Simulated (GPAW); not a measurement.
# KZnF3: optical spectrum from first principles, part 2 of 2

Wanted: where KZnF3 starts to absorb, how strongly, and its refractive index.

GPAW 26.7.0; DFT, PBE, plane-wave PAW (GPAW data sets), scalar-relativistic, RPA, optical limit.

So far. Step 2 (Ground state): There is a gap, 3.80 eV on this mesh (points off the mesh can give less), so no carriers' term is needed.

## 4. Dielectric function, RPA

Transitions between filled and empty bands, summed over the zone, give the optical response, so mesh, band count and broadening shape it.

The induced potential is part of this response.

This step: DFT, PBE, plane-wave PAW (GPAW data sets), scalar-relativistic, RPA, optical limit (GPAW 26.7.0).

Contents of df.py:

```python
from gpaw.response.df import DielectricFunction

df = DielectricFunction('full.gpw', frequencies={'type': 'nonlinear', 'domega0': 0.03, 'omega2': 8},
                        ecut=50,
                        eta=0.15,
                        nbands=53,
                        txt='df.txt')
for direction in ['x']:
    df.get_dielectric_function(xc='RPA', direction=direction, filename=f'df_{direction}.csv')
```

Run with:

```
$ OMP_NUM_THREADS=1 python df.py
```

The log of the run:

```text
Using integrator: PointIntegrator
NonLinearFrequencyDescriptor(from 0.000 to 62.066 eV, 492 points)
Nonperiodic BCs:  [False False False]
Using integrator: PointIntegrator
NonLinearFrequencyDescriptor(from 0.000 to 62.066 eV, 492 points)
Nonperiodic BCs:  [False False False]

Calculating chi0 body with:
    Ground state adapter containing:
    Number of spins: 1
    Number of kpoints: 512
    Number of irreducible kpoints: 35
    Number of completely occupied states: 21
    Number of partially occupied states: 21

    Linear response parametrization:
    q_c: [0.0, 0.0, 0.0]
    Number of frequency points: 492
    Planewave cutoff: 50.0
    Number of bands: 53
    Number of planewaves: 57
    Broadening (eta): 0.15

Integrating chi0 body.

Symmetries of q_c:
    Direct symmetries (Uq -> q): 48
    Indirect symmetries (TUq -> q): 0
In total 48 allowed symmetries.

35 groups of equivalent kpoints. 93.1640625% reduction.

Integral kind: spectral function

Calculating chi0 optical extensions with:
    Ground state adapter containing:
    Number of spins: 1
    Number of kpoints: 512
    Number of irreducible kpoints: 35
    Number of completely occupied states: 21
    Number of partially occupied states: 21

    Linear response parametrization:
    Number of frequency points: 492
    Planewave cutoff: 50.0
    Number of bands: 53
    Number of planewaves: 57
    Broadening (eta): 0.15
Integrating chi0 head and wings.

Symmetries of q_c:
    Direct symmetries (Uq -> q): 48
    Indirect symmetries (TUq -> q): 0
In total 48 allowed symmetries.

35 groups of equivalent kpoints. 93.1640625% reduction.

Integral kind: spectral function wings
```

Run time: 16 s. Hardware: 1 thread of Arm Neoverse V1, shared host; peak memory 0.33 GiB.

Read-outs, printed or worked out from the files:

```
electronic dielectric constant ε∞, mean over x, y and z (by symmetry where fewer were run) : 2.253
main peak of Im epsilon, first axis                                                        : 13.05 eV
```

The Im ε, E ∥ x has structure finer than the step of the table below, so its rows give means over 0.5 eV, whole bins alone (the curve runs from 0 to 14.0 eV). Peaks (eV: height): 6.99: 1.20, 7.44: 1.64, 11.10: 1.72, 13.08: 1.81.

Values under the direct gap are tails of Lorentzian lines. Im ε, E ∥ x against photon energy; means over each step:

```
photon energy (eV)  Im ε, E ∥ x
               0.5      0.00155
               1.0      0.00317
               1.5      0.00494
               2.0      0.00696
               2.5      0.00939
               3.0       0.0125
               3.5       0.0166
               4.0       0.0227
               4.5       0.0330
               5.0       0.0552
               5.5        0.154
               6.0        0.576
               6.5        0.888
               7.0         1.10
               7.5         1.42
               8.0         1.28
               8.5         1.20
               9.0         1.05
               9.5        0.964
              10.0        0.999
              10.5         1.19
              11.0         1.58
              11.5         1.37
              12.0        0.956
              12.5         1.01
              13.0         1.65
              13.5         1.49
```

Re ε, E ∥ x against photon energy:

```
photon energy (eV)  Re ε, E ∥ x
               0.0         2.25
               0.5         2.26
               1.0         2.26
               1.5         2.28
               2.0         2.30
               2.5         2.32
               3.0         2.36
               3.5         2.41
               4.0         2.47
               4.5         2.56
               5.0         2.70
               5.5         2.95
               6.0         3.11
               6.5         3.09
               7.0         2.65
               7.5         2.44
               8.0         2.21
               8.5         2.07
               9.0         1.92
               9.5         2.17
              10.0         2.18
              10.5         2.36
              11.0         2.11
              11.5         1.57
              12.0         1.60
              12.5         2.08
              13.0         1.97
              13.5         1.49
```

The loss function −Im 1/ε at q → 0, E ∥ x has structure finer than the step of the table below, so its rows give means over 0.5 eV, whole bins alone (the curve runs from 0 to 14.0 eV). Peaks (eV: height): 8.96: 0.224, 11.63: 0.334, 13.86: 0.373.

Values under the direct gap are tails of Lorentzian lines. The loss function −Im 1/ε at q → 0, E ∥ x by energy loss; means over each step:

```
energy loss (eV)  loss function −Im 1/ε at q → 0, E ∥ x
             0.5                                 3.0e-4
             1.0                                 6.2e-4
             1.5                                 9.5e-4
             2.0                                0.00132
             2.5                                0.00174
             3.0                                0.00223
             3.5                                0.00286
             4.0                                0.00371
             4.5                                0.00501
             5.0                                0.00751
             5.5                                 0.0173
             6.0                                 0.0578
             6.5                                 0.0888
             7.0                                  0.125
             7.5                                  0.168
             8.0                                  0.194
             8.5                                  0.213
             9.0                                  0.211
             9.5                                  0.180
            10.0                                  0.178
            10.5                                  0.179
            11.0                                  0.239
            11.5                                  0.319
            12.0                                  0.270
            12.5                                  0.188
            13.0                                  0.257
            13.5                                  0.337
```

The Im ε, E ∥ x has structure finer than the step of the table below, so its rows give means over 0.5 eV, whole bins alone (the curve runs from 0 to 14.0 eV). Peaks (eV: height): without local fields 7.44: 1.63, 11.10: 1.79, 13.00: 2.09; with local fields 6.99: 1.20, 7.44: 1.64, 11.10: 1.72, 13.08: 1.81.

Values under the direct gap are tails of Lorentzian lines. The Im ε, E ∥ x by photon energy; means over each step:

```
photon energy (eV)  without local fields  with local fields
               0.5               0.00161            0.00155
               1.0               0.00329            0.00317
               1.5               0.00512            0.00494
               2.0               0.00720            0.00696
               2.5               0.00968            0.00939
               3.0                0.0128             0.0125
               3.5                0.0170             0.0166
               4.0                0.0232             0.0227
               4.5                0.0335             0.0330
               5.0                0.0556             0.0552
               5.5                 0.154              0.154
               6.0                 0.572              0.576
               6.5                 0.882              0.888
               7.0                  1.09               1.10
               7.5                  1.41               1.42
               8.0                  1.27               1.28
               8.5                  1.19               1.20
               9.0                  1.04               1.05
               9.5                 0.958              0.964
              10.0                  1.00              0.999
              10.5                  1.23               1.19
              11.0                  1.65               1.58
              11.5                  1.41               1.37
              12.0                 0.994              0.956
              12.5                  1.13               1.01
              13.0                  1.90               1.65
              13.5                  1.66               1.49
```

Refractive index n and extinction k against photon energy:

```
photon energy (eV)     n        k
               0.0  1.50        0
               0.5  1.50   5.2e-4
               1.0  1.50  0.00105
               1.5  1.51  0.00163
               2.0  1.52  0.00229
               2.5  1.52  0.00307
               3.0  1.54  0.00404
               3.5  1.55  0.00533
               4.0  1.57  0.00718
               4.5  1.60   0.0102
               5.0  1.64   0.0163
               5.5  1.72   0.0400
               6.0  1.77    0.188
               6.5  1.77    0.234
               7.0  1.67    0.354
               7.5  1.64    0.495
               8.0  1.55    0.421
               8.5  1.50    0.412
               9.0  1.44    0.377
               9.5  1.51    0.320
              10.0  1.51    0.322
              10.5  1.58    0.374
              11.0  1.55    0.536
              11.5  1.35    0.515
              12.0  1.31    0.355
              12.5  1.48    0.330
              13.0  1.52    0.593
              13.5  1.34    0.557
```

From ε follow the optical constants at some laser and lamp lines:

```
wavelength (nm)     n      k  R (%)     1/α
           1550  1.50  0.001    4.0  148 µm
           1064  1.51  0.001    4.1   68 µm
            532  1.52  0.003    4.3   15 µm
            450  1.53  0.004    4.4   10 µm
            405  1.54  0.004    4.5  7.7 µm
            365  1.55  0.005    4.6  5.8 µm
            308  1.57  0.007    5.0  3.4 µm
```

Below the direct gap, k and the depth come from the tails of the Lorentzian lines, not from transitions.

## 5. Results

```yaml
electronic_dielectric_constant_eps_infinity_mean_over_x_y_and_z_by_symmetry_where_fewer_were_run_rpa: 2.25
main_peak_of_im_epsilon_first_axis: 13.0 eV
```

What this shows: At this level (PBE, RPA) KZnF3 has ε∞ = 2.25 and n = 1.50 at 1550 nm, and Im ε peaks at 13.0 eV. On the mesh the gap is 3.80 eV and the least direct gap 5.66 eV, so on this mesh the band edges lie at different points. Local fields change the static value along x from 2.36 to 2.25 (-4 %). Distinct maxima of Im ε, read by a parabola through the highest points, lie at 6.96 eV (1.2), 7.46 eV (1.7), 11.09 eV (1.7) and 13.05 eV (1.8). Excitons and phonon-assisted transitions are missing; PBE gaps are as a rule too small, which pulls the onset down and ε∞ up. The sum runs over mesh points, so small or evenly spaced maxima can still be ripples of the mesh. In this version of GPAW the matrix elements of the optical limit are incomplete, which can lower ε − 1 by up to a tenth where first-row anions or d states rule, and shift it by more in d metals.

[Machine, clock and banner lines and Python warnings are left out of the logs.]

[Logs are printed without paths, hosts, clocks, repeated set-up lines and the standing remarks that a program may print on its own settings, such as how far it seeks lower states.]

[Hosts, paths, dates, database ids (printed as entryN), source tags and the programs' standing remarks are cut or masked in the printed files.]
